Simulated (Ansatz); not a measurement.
# AsPb3N (built on the sites of a database entry of Ca3SbN): following an unstable mode, part 2 of 3

Which phase does AsPb3N (built on the sites of a database entry of Ca3SbN) fall into along its unstable mode, and how much energy does it gain?

Ansatz 0.2.0; DFT r2SCAN, scalar-relativistic, plane waves, PAW.

So far. Step 4 (The mode frozen in, largest atomic shift 0.6 Å): The run ends at a pressure of -0.03 GPa, with forces up to 1.2 eV/Å. Step 5 (Energy along the mode, all amplitudes (two of the runs …): The lowest of the steps tried is the last one, at 0.6 Å, 78.2 meV/atom below the parent; the bottom of the well need not coincide with a step.

The structure was built from a prototype and need not be the compound's stable phase.

## 6. Relaxing from the distorted cell

Starting from the lowest point found, all atoms and the cell are let go, so that strain and other modes of the same symmetry can join in.

Input file input.yaml:

```yaml
crystal:
  lattice:
    - [5.4998917883, 0.0, 0.0]
    - [0.0, 5.4998917883, 0.0]
    - [0.0, 0.0, 5.4998917883]
  atoms:
    - { symbol: Pb, position: [0.001049806, 0.50291148, 0.50291148] }
    - { symbol: Pb, position: [0.49708852, -0.001049806, 0.50291148] }
    - { symbol: Pb, position: [0.49708852, 0.50291148, -0.001049806] }
    - { symbol: As, position: [0.5014250624, 0.4985749376, 0.4985749376] }
    - { symbol: "N", position: [0.0629849049, -0.0629849049, -0.0629849049] }
kpoints:
  mp_grid: { grid: [8, 8, 8] }
hamiltonian:
  xc: r2scan
scf:
  occupations: { method: methfessel_paxton, width: 0.2 }
output:
  forces: true
  stress: true
  eigenvalues: true
relax:
  adjacent_minimum: "off"
  f_tol: 0.002
  max_steps: 120
  cell: { stress_tol: 0.03 }
```

The run is started by

```bash
$ ansatz run input.yaml --threads 4 --pin off --max-ram 14336MiB --backend cpu --events-out ev --progress --plain --runs-dir out
```

Numbers of over 12 decimals in the logs are rounded to 6 here.

What it wrote:

```text
[...]
Crystal: 5 atoms, lattice volume = 166.365 Å³
Basis set: ecut = 500 eV, 4169 PW (Γ), exchange–correlation on 180×180×180 points (64 copies of the dense FFT grid, shifted against one another)
Bands: 38, of which v1, the nominal top of the filled ones, is band 31 counted from 1 (30 counted from 0)
Symmetry: 6 space group operations
[...]
k-points: 65 of 512 (time reversal used)
[...]
SCF iter   1: F=—  HF=-41004.522877 eV  |F-HF|=—  |Δ(HF+E_count)|=         —  Δρ=1.57e-2  dr2=1.07e0  dr2_τ=4.47e-2  ethr=1.77e-3  ⟨swp⟩=9.2  Hψ=12342  notcnv=0
[...]
SCF iter   8: F=-41004.466944 eV  HF=-41004.466944 eV  |F-HF|=2.72e-8  |Δ(HF+E_count)|=   2.80e-7  S|Δr|=    0.00e0  Δρ=4.04e-6  dr2=5.14e-8  dr2_τ=1.76e-9  ethr=1.61e-10  ⟨swp⟩=10.5  Hψ=12392  notcnv=0
SCF 1 converged in 8 iterations: F = -41004.466944 eV  dr2 = 5.14e-8
[...]
relax step   1: F+E_penalty+E_count = -41004.46694407 eV  Δ(F+E_penalty+E_count) = +0.000e0 eV  max|allowed force component| = 6.944e-1 eV/Å  Δτ_max = 0.0000 Å  P = -0.033 GPa  Ω = 166.365 Å³  (8 SCF iters, dr2 threshold 1.00e-7 eV, accepted)
Crystal: 5 atoms, lattice volume = 166.917 Å³
[...]
iter 1 solved again at ethr=1.94e-4 eV; its pass at ethr=3.10e-3 eV (dr2=1.20e-1 eV) is discarded
[...]
SCF iter   8: F=-41005.058094 eV  HF=-41005.058094 eV  |F-HF|=2.39e-8  |Δ(HF+E_count)|=   6.82e-8  S|Δr|=    0.00e0  Δρ=6.35e-6  dr2=8.07e-8  dr2_τ=8.05e-9  ethr=8.06e-10  ⟨swp⟩=8.7  Hψ=11841  notcnv=0
SCF 2 converged in 8 iterations: F = -41005.058094 eV  dr2 = 8.07e-8
relax step   2: F+E_penalty+E_count = -41005.05809417 eV  Δ(F+E_penalty+E_count) = -5.912e-1 eV  max|allowed force component| = 1.077e0 eV/Å  Δτ_max = 0.1950 Å  P = -0.126 GPa  Ω = 166.917 Å³  energy of the carried Pulay correction = -3.567e-5 eV  (8 SCF iters, dr2 threshold 5.00e-7 eV, accepted)
Crystal: 5 atoms, lattice volume = 167.339 Å³
Basis set: ecut = 500 eV, 4205 PW (Γ), exchange–correlation on 180×180×180 points (64 copies of the dense FFT grid, shifted against one another)
[...]
SCF iter   8: F=-41005.907423 eV  HF=-41005.907423 eV  |F-HF|=8.88e-9  |Δ(HF+E_count)|=   6.70e-8  S|Δr|=    0.00e0  Δρ=5.20e-6  dr2=5.06e-8  dr2_τ=2.49e-9  ethr=8.06e-10  ⟨swp⟩=7.7  Hψ=11409  notcnv=0
SCF 3 converged in 8 iterations: F = -41005.907423 eV  dr2 = 5.06e-8
relax step   3: F+E_penalty+E_count = -41005.90742286 eV  Δ(F+E_penalty+E_count) = -8.493e-1 eV  max|allowed force component| = 1.356e0 eV/Å  Δτ_max = 0.1979 Å  P = -0.108 GPa  Ω = 167.339 Å³  energy of the carried Pulay correction = -6.282e-5 eV  (8 SCF iters, dr2 threshold 5.00e-7 eV, accepted)
[... from here on, the SCF cycles and remarks between the steps are left out ...]
relax step   4: F+E_penalty+E_count = -41006.88630342 eV  Δ(F+E_penalty+E_count) = -9.789e-1 eV  max|allowed force component| = 1.317e0 eV/Å  Δτ_max = 0.2000 Å  P = +0.390 GPa  Ω = 167.712 Å³  energy of the carried Pulay correction = -8.682e-5 eV  (8 SCF iters, dr2 threshold 5.00e-7 eV, accepted)
relax step   5: F+E_penalty+E_count = -41007.68379736 eV  Δ(F+E_penalty+E_count) = -7.975e-1 eV  max|allowed force component| = 6.679e-1 eV/Å  Δτ_max = 0.1972 Å  P = +1.941 GPa  Ω = 168.778 Å³  energy of the carried Pulay correction = -1.550e-4 eV  (8 SCF iters, dr2 threshold 5.00e-7 eV, accepted)
relax step   6: F+E_penalty+E_count = -41007.94012651 eV  Δ(F+E_penalty+E_count) = -2.563e-1 eV  max|allowed force component| = 4.475e-1 eV/Å  Δτ_max = 0.1949 Å  P = +2.781 GPa  Ω = 179.713 Å³  energy of the carried Pulay correction = -8.304e-4 eV  (8 SCF iters, dr2 threshold 5.00e-7 eV, accepted)
relax step   7: F+E_penalty+E_count = -41008.00305746 eV  Δ(F+E_penalty+E_count) = -6.293e-2 eV  max|allowed force component| = 5.858e-1 eV/Å  Δτ_max = 0.0865 Å  P = +0.063 GPa  Ω = 191.936 Å³  energy of the carried Pulay correction = -1.537e-3 eV  (7 SCF iters, dr2 threshold 5.00e-7 eV, accepted)
relax step   8: F+E_penalty+E_count = -41008.10146209 eV  Δ(F+E_penalty+E_count) = -9.840e-2 eV  max|allowed force component| = 2.321e-1 eV/Å  Δτ_max = 0.0598 Å  P = +0.490 GPa  Ω = 194.593 Å³  energy of the carried Pulay correction = -1.684e-3 eV  (7 SCF iters, dr2 threshold 5.00e-7 eV, accepted)
relax step   9: F+E_penalty+E_count = -41008.18540661 eV  Δ(F+E_penalty+E_count) = -8.394e-2 eV  max|allowed force component| = 2.244e-1 eV/Å  Δτ_max = 0.0822 Å  P = +0.222 GPa  Ω = 206.075 Å³  energy of the carried Pulay correction = -2.297e-3 eV  (7 SCF iters, dr2 threshold 5.00e-7 eV, accepted)
relax step  10: F+E_penalty+E_count = -41008.26519977 eV  Δ(F+E_penalty+E_count) = -7.979e-2 eV  max|allowed force component| = 1.887e-1 eV/Å  Δτ_max = 0.1430 Å  P = +0.757 GPa  Ω = 217.617 Å³  energy of the carried Pulay correction = -2.876e-3 eV  (8 SCF iters, dr2 threshold 5.00e-7 eV, accepted)
relax step  11: F+E_penalty+E_count = -41008.31319001 eV  Δ(F+E_penalty+E_count) = -4.799e-2 eV  max|allowed force component| = 4.848e-2 eV/Å  Δτ_max = 0.0259 Å  P = +0.106 GPa  Ω = 227.380 Å³  energy of the carried Pulay correction = -3.340e-3 eV  (9 SCF iters, dr2 threshold 5.00e-7 eV, accepted)
relax step  12: F+E_penalty+E_count = -41008.34252260 eV  Δ(F+E_penalty+E_count) = -2.933e-2 eV  max|allowed force component| = 5.059e-2 eV/Å  Δτ_max = 0.0744 Å  P = -0.059 GPa  Ω = 228.386 Å³  energy of the carried Pulay correction = -3.387e-3 eV  (8 SCF iters, dr2 threshold 2.36e-7 eV, accepted)
relax step  13: F+E_penalty+E_count = -41008.37051267 eV  Δ(F+E_penalty+E_count) = -2.799e-2 eV  max|allowed force component| = 6.506e-2 eV/Å  Δτ_max = 0.0711 Å  P = -0.283 GPa  Ω = 220.942 Å³  energy of the carried Pulay correction = -3.037e-3 eV  (9 SCF iters, dr2 threshold 1.60e-7 eV, accepted)
relax step  14: F+E_penalty+E_count = -41008.42201781 eV  Δ(F+E_penalty+E_count) = -5.151e-2 eV  max|allowed force component| = 4.240e-2 eV/Å  Δτ_max = 0.1116 Å  P = -0.451 GPa  Ω = 204.807 Å³  energy of the carried Pulay correction = -2.231e-3 eV  (10 SCF iters, dr2 threshold 3.18e-7 eV, accepted)
relax step  15: F+E_penalty+E_count = -41008.44587919 eV  Δ(F+E_penalty+E_count) = -2.386e-2 eV  max|allowed force component| = 8.406e-2 eV/Å  Δτ_max = 0.1071 Å  P = +0.382 GPa  Ω = 186.131 Å³  energy of the carried Pulay correction = -1.207e-3 eV  (8 SCF iters, dr2 threshold 5.00e-7 eV, accepted)
relax step  16: F+E_penalty+E_count = -41008.40620467 eV  Δ(F+E_penalty+E_count) = +3.967e-2 eV  max|allowed force component| = 1.563e-1 eV/Å  Δτ_max = 0.0945 Å  P = -0.564 GPa  Ω = 189.450 Å³  energy of the carried Pulay correction = -1.397e-3 eV  (8 SCF iters, dr2 threshold 5.00e-7 eV, rejected (line search))
relax step  17: F+E_penalty+E_count = -41008.43207378 eV  Δ(F+E_penalty+E_count) = +1.381e-2 eV  max|allowed force component| = 2.141e-1 eV/Å  Δτ_max = 0.0181 Å  P = -0.705 GPa  Ω = 193.968 Å³  energy of the carried Pulay correction = -1.650e-3 eV  (12 SCF iters, rejected (line search))
relax step  18: F+E_penalty+E_count = -41008.45129830 eV  Δ(F+E_penalty+E_count) = -5.419e-3 eV  max|allowed force component| = 2.364e-2 eV/Å  Δτ_max = 0.0133 Å  P = +0.204 GPa  Ω = 188.102 Å³  energy of the carried Pulay correction = -1.320e-3 eV  (11 SCF iters, accepted)
relax step  19: F+E_penalty+E_count = -41008.45201093 eV  Δ(F+E_penalty+E_count) = -7.126e-4 eV  max|allowed force component| = 1.861e-2 eV/Å  Δτ_max = 0.0034 Å  P = +0.034 GPa  Ω = 189.511 Å³  energy of the carried Pulay correction = -1.400e-3 eV  (6 SCF iters, dr2 threshold 1.19e-7 eV, accepted)
relax step  20: F+E_penalty+E_count = -41008.45221932 eV  Δ(F+E_penalty+E_count) = -2.084e-4 eV  max|allowed force component| = 2.049e-3 eV/Å  Δτ_max = 0.0027 Å  P = -0.006 GPa  Ω = 189.901 Å³  energy of the carried Pulay correction = -1.422e-3 eV  (6 SCF iters, dr2 threshold 4.27e-8 eV, accepted)
relax step  21: F+E_penalty+E_count = -41008.45223281 eV  Δ(F+E_penalty+E_count) = -1.350e-5 eV  max|allowed force component| = 2.338e-4 eV/Å  Δτ_max = 0.0005 Å  P = -0.000 GPa  Ω = 189.948 Å³  energy of the carried Pulay correction = -1.425e-3 eV  (6 SCF iters, dr2 threshold 2.79e-9 eV, accepted)
relax step  22: F+E_penalty+E_count = -41008.52807018 eV  Δ(F+E_penalty+E_count) = -7.584e-2 eV  max|allowed force component| = 9.757e-3 eV/Å  Δτ_max = 0.0000 Å  P = +0.490 GPa  Ω = 189.948 Å³  stress off target by 1.34e0 GPa  SCF on the basis re-selected at this cell (its energy is not comparable with the rows above)  (9 SCF iters)
relax step  23: F+E_penalty+E_count = -41008.56669695 eV  Δ(F+E_penalty+E_count) = -3.863e-2 eV  max|allowed force component| = 3.244e-2 eV/Å  Δτ_max = 0.0471 Å  P = -0.090 GPa  Ω = 195.830 Å³  energy of the carried Pulay correction = -3.229e-4 eV  (7 SCF iters, dr2 threshold 5.00e-7 eV, accepted)
relax step  24: F+E_penalty+E_count = -41008.58202417 eV  Δ(F+E_penalty+E_count) = -1.533e-2 eV  max|allowed force component| = 3.771e-2 eV/Å  Δτ_max = 0.0416 Å  P = +0.103 GPa  Ω = 192.176 Å³  energy of the carried Pulay correction = -6.543e-5 eV  (7 SCF iters, dr2 threshold 4.01e-7 eV, accepted)
relax step  25: F+E_penalty+E_count = -41008.58224108 eV  Δ(F+E_penalty+E_count) = -2.169e-4 eV  max|allowed force component| = 1.694e-2 eV/Å  Δτ_max = 0.0044 Å  P = +0.025 GPa  Ω = 192.601 Å³  energy of the carried Pulay correction = -9.198e-5 eV  (5 SCF iters, dr2 threshold 8.89e-8 eV, accepted)
relax step  26: F+E_penalty+E_count = -41008.58232134 eV  Δ(F+E_penalty+E_count) = -8.026e-5 eV  max|allowed force component| = 1.997e-3 eV/Å  Δτ_max = 0.0016 Å  P = +0.002 GPa  Ω = 192.671 Å³  energy of the carried Pulay correction = -9.535e-5 eV  (5 SCF iters, dr2 threshold 1.79e-8 eV, accepted)
[...]
SCF iter   6: F=-41008.582780 eV  HF=-41008.582780 eV  |F-HF|=7.28e-12  |Δ(HF+E_count)|=  3.64e-11  S|Δr|=    0.00e0  Δρ=5.17e-8  dr2=6.25e-12  dr2_τ=3.59e-13  ethr=1.00e-12  ⟨swp⟩=6.5  Hψ=15345  notcnv=0
SCF 27 converged in 6 iterations: F = -41008.582780 eV  dr2 = 6.25e-12
relax step  27: F+E_penalty+E_count = -41008.58278025 eV  Δ(F+E_penalty+E_count) = -4.589e-4 eV  max|allowed force component| = 1.983e-3 eV/Å  Δτ_max = 0.0000 Å  P = +0.005 GPa  Ω = 192.671 Å³  stress off target by 1.21e-2 GPa  SCF on the basis re-selected at this cell (its energy is not comparable with the rows above)  (6 SCF iters)
[...]
SCF converged after 6 iterations
[...]
Free energy (F): -41008.582780 eV
[...]
Internal energy: -41008.587688 eV  (E = F + TS)
E sigma→0 (E₀):  -41008.584007 eV
Entropy (-TS):   0.004908 eV (0.982 meV/atom)
Fermi energy:    4.866547 eV
[...]
--- Forces (eV/Å), atoms counted from 1 ---
  atom   1  Pb     0.00061253    -0.00153005    -0.00153005
  atom   2  Pb     0.00153005    -0.00061253    -0.00153005
  atom   3  Pb     0.00153005    -0.00153005    -0.00061253
  atom   4  As    -0.00198284     0.00198284     0.00198284
  atom   5  N     -0.00169008     0.00169008     0.00169008
  max |Σ_I F_I| component: 2.91e-7 eV/Å
--- Stress (GPa, compression-positive) ---
        0.005479      -0.003332      -0.003332
       -0.003332       0.005479       0.003332
       -0.003332       0.003332       0.005479
  P = ⅓ Tr σ = 0.0055 GPa (0.055 kbar)
--- Band table (eV; the first three rows and the last of 65) ---
  k-point 0: bands = [... 27 lower, 1.9188, 2.6695, 2.6695, 3.6354, 6.0722, 6.0722, 7.2625, 8.6221, ... 3 higher]
  k-point 1: bands = [... 27 lower, 2.0667, 2.6679, 2.7005, 3.6934, 5.9725, 6.0520, 7.3142, 8.6901, ... 3 higher]
  k-point 2: bands = [... 27 lower, 2.3441, 2.8204, 2.8818, 3.8621, 5.7409, 5.9757, 7.4611, 8.2531, ... 3 higher]
  k-point 64: bands = [... 27 lower, 2.6187, 4.3782, 4.3782, 5.0627, 5.6103, 5.6103, 5.8837, 7.4453, ... 3 higher]
--- Relaxed structure (25 steps of the walk, 23 accepted, 2 SCFs on fresh bases) ---
  F+E_penalty+E_count = -41008.58278025 eV   max|allowed force component| = 1.983e-3 eV/Å   (the final SCF, on the basis selected at the relaxed cell)
  cell:  # Å, volume = 192.6707 Å³
    - [5.915043, -0.949398, -0.949398]
    - [-0.949398, 5.915043, 0.949398]
    - [-0.949398, 0.949398, 5.915043]
  atoms:
    - { symbol: Pb, position: [-0.016930, 0.545278, 0.545278] }
    - { symbol: Pb, position: [0.454722, 0.016930, 0.545278] }
    - { symbol: Pb, position: [0.454722, 0.545278, 0.016930] }
    - { symbol: As, position: [0.457536, 0.542464, 0.542464] }
    - { symbol: N, position: [0.209587, -0.209587, -0.209587] }
```

It took 13 min on 4 threads of Arm Neoverse V1, shared host; peak memory 1.2 GiB.

Step by step (22 of 27):

| step | energy less that of the first step (eV) | largest force component (eV/Å) | pressure (GPa) | volume (Å³) |
| --- | --- | --- | --- | --- |
| 1 | 0.0000 | 0.6944 | -0.03 | 166.37 |
| 2 | -0.5912 | 1.0772 | -0.13 | 166.92 |
| 3 | -1.4405 | 1.3557 | -0.11 | 167.34 |
| 5 | -3.2169 | 0.6679 | 1.94 | 168.78 |
| 6 | -3.4732 | 0.4475 | 2.78 | 179.71 |
| 7 | -3.5361 | 0.5858 | 0.06 | 191.94 |
| 8 | -3.6345 | 0.2321 | 0.49 | 194.59 |
| 10 | -3.7983 | 0.1887 | 0.76 | 217.62 |
| 11 | -3.8462 | 0.0485 | 0.11 | 227.38 |
| 12 | -3.8756 | 0.0506 | -0.06 | 228.39 |
| 13 | -3.9036 | 0.0651 | -0.28 | 220.94 |
| 15 | -3.9789 | 0.0841 | 0.38 | 186.13 |
| 16 | -3.9393 | 0.1563 | -0.56 | 189.45 |
| 17 | -3.9651 | 0.2141 | -0.70 | 193.97 |
| 18 | -3.9844 | 0.0236 | 0.20 | 188.10 |
| 20 | -3.9853 | 0.0020 | -0.01 | 189.90 |
| 21 | -3.9853 | 0.0002 | 0.00 | 189.95 |
| 22* | -4.0611 | 0.0098 | 0.49 | 189.95 |
| 23 | -4.0998 | 0.0324 | -0.09 | 195.83 |
| 25 | -4.1153 | 0.0169 | 0.03 | 192.60 |
| 26 | -4.1154 | 0.0020 | 0.00 | 192.67 |
| 27* | -4.1158 | 0.0020 | 0.01 | 192.67 |

Relaxation steps marked * repeat the geometry before them on a plane-wave basis chosen anew for their cell, so energy and pressure can jump there. Other such steps can lie between the rows shown. Relaxation steps 16, 17 were tried and not accepted.

Forces are held to the 6 operations that the run works with; a distortion that breaks them can't arise in this run.

| cell as run | before | after | change |
| --- | --- | --- | --- |
| a (Å) | 5.500 | 6.066 | +10.3 % |
| b (Å) | 5.500 | 6.066 | +10.3 % |
| c (Å) | 5.500 | 6.066 | +10.3 % |
| α (°) | 90.00 | 70.74 | -21.4 % |
| β (°) | 90.00 | 109.26 | +21.4 % |
| γ (°) | 90.00 | 109.26 | +21.4 % |
| volume (Å³/atom) | 33.27 | 38.53 | +15.8 % |

The atoms that moved most (Å, as changes of fractional coordinates times the final cell):

```
atom      dx      dy      dz  length
  N5   1.146  -1.146  -1.146   1.984
 As4  -0.343   0.343   0.343   0.594
 Pb3  -0.308   0.308   0.187   0.474
 Pb2  -0.308   0.187   0.308   0.474
 Pb1  -0.187   0.308   0.308   0.474
```

The relaxed structure:

```xyz
5
Lattice="5.9150 -0.9494 -0.9494 -0.9494 5.9150 0.9494 -0.9494 0.9494 5.9150" Properties=species:S:1:pos:R:3 pbc="T T T"
Pb   -1.1355    3.7591    3.7591
Pb    2.1559    0.1861    2.8097
Pb    2.1559    2.8097    0.1861
As    1.6763    3.2893    3.2893
N     1.6377   -1.6377   -1.6377
```

This step gave:

```
pressure        : 0.005479 GPa
volume per atom : 38.53 Å³
```

The distorted start has space group R3m; the relaxation ends in R3m.

## 7. The new phase in its own primitive cell

The relaxed structure is symmetrised, reduced to its primitive cell and relaxed tightly, as its phonons need.

Input file input.yaml:

```yaml
crystal:
  lattice:
    - [3.5112412233, 2.0272160655, 4.5113212449]
    - [-3.5112412233, 2.0272160655, 4.5113212449]
    - [0.0, -4.054432131, 4.5113212449]
  atoms:
    - { symbol: Pb, position: [0.4547221548, 0.4547221548, 0.9830698979] }
    - { symbol: Pb, position: [0.9830698979, 0.4547221548, 0.4547221548] }
    - { symbol: Pb, position: [0.4547221548, 0.9830698979, 0.4547221548] }
    - { symbol: As, position: [0.4575360834, 0.4575360834, 0.4575360834] }
    - { symbol: "N", position: [0.2095865224, 0.2095865224, 0.2095865224] }
kpoints:
  mp_grid: { grid: [6, 6, 6] }
hamiltonian:
  xc: r2scan
scf:
  occupations: { method: methfessel_paxton, width: 0.2 }
output:
  forces: true
  stress: true
  eigenvalues: true
relax:
  adjacent_minimum: "off"
  f_tol: 0.001
  max_steps: 60
  cell: { stress_tol: 0.01 }
```

What it wrote:

```text
[...]
Crystal: 5 atoms, lattice volume = 192.671 Å³
Basis set: ecut = 500 eV, 4865 PW (Γ), exchange–correlation on 180×180×180 points (64 copies of the dense FFT grid, shifted against one another)
Bands: 38, of which v1, the nominal top of the filled ones, is band 31 counted from 1 (30 counted from 0)
Symmetry: 6 space group operations
[...]
cell:  # Å, volume = 191.3762 Å³
    - [3.505487, 2.023894, 4.495733]
    - [-3.505487, 2.023894, 4.495733]
    - [-3.3920373582039027e-18, -4.047788, 4.495733]
  atoms:
    - { symbol: Pb, position: [0.455012, 0.455012, 0.981847] }
    - { symbol: Pb, position: [0.981847, 0.455012, 0.455012] }
    - { symbol: Pb, position: [0.455012, 0.981847, 0.455012] }
    - { symbol: As, position: [0.458246, 0.458246, 0.458246] }
    - { symbol: N, position: [0.209520, 0.209520, 0.209520] }
[key lines of the parts left out:]
SCF converged after 5 iterations
Free energy (F): -41008.593297 eV
Fermi energy:    4.915727 eV
P = ⅓ Tr σ = -0.0003 GPa (-0.003 kbar)
```

Wall time 1.8 min (4 threads); peak memory 0.97 GiB; 7.2 min of CPU time.

Relaxation path:

```
step  energy less that of the first step (eV)  largest force component (eV/Å)  pressure (GPa)  volume (Å³)
   1                                   0.0000                          0.0239           -0.04       192.67
   2                                  -0.0002                          0.0316           -0.07       191.90
   3                                  -0.0005                          0.0167           -0.04       191.47
   4                                  -0.0006                          0.0034            0.01       191.28
   5                                  -0.0006                          0.0024            0.00       191.34
   6                                  -0.0006                          0.0010            0.00       191.38
   7                                  -0.0006                          0.0001            0.00       191.38
  8*                                  -0.0005                          0.0001            0.00       191.38
```

Relaxation steps marked * repeat the geometry before them on a plane-wave basis chosen anew for their cell, so energy and pressure can jump there.

The run keeps the 6 symmetry operations that it works with, so distortions that break them were not tested.

| conventional cell, symmetrised | before | after | change |
| --- | --- | --- | --- |
| a (Å) | 7.022 | 7.011 | -0.2 % |
| b (Å) | 7.022 | 7.011 | -0.2 % |
| c (Å) | 13.534 | 13.487 | -0.3 % |
| volume (Å³/atom) | 38.53 | 38.28 | -0.7 % |

The relaxed structure:

```xyz
5
Lattice="3.5055 2.0239 4.4957 -3.5055 2.0239 4.4957 0.0000 -4.0478 4.4957" Properties=species:S:1:pos:R:3 pbc="T T T"
Pb    0.0000   -2.1325    8.5053
Pb    1.8468    1.0663    8.5053
Pb   -1.8468    1.0663    8.5053
As    0.0000    0.0000    6.1805
N     0.0000    0.0000    2.8258
```

This step gave:

```
pressure        : -2.64e-4 GPa
volume per atom : 38.28 Å³
```

The largest force component left is 0.068 meV/Å and the pressure is 0.000 GPa, within the tolerances set. The cell now holds 38.28 Å³/atom.

(Part 2 of 3 ends here.)

[Logs are printed without paths, hosts, clocks, repeated set-up lines and the standing remarks that a program may print on its own settings, such as how far it seeks lower states.]

[Hosts, paths, dates, database ids (printed as entryN), source tags and the programs' standing remarks are cut or masked in the printed files.]
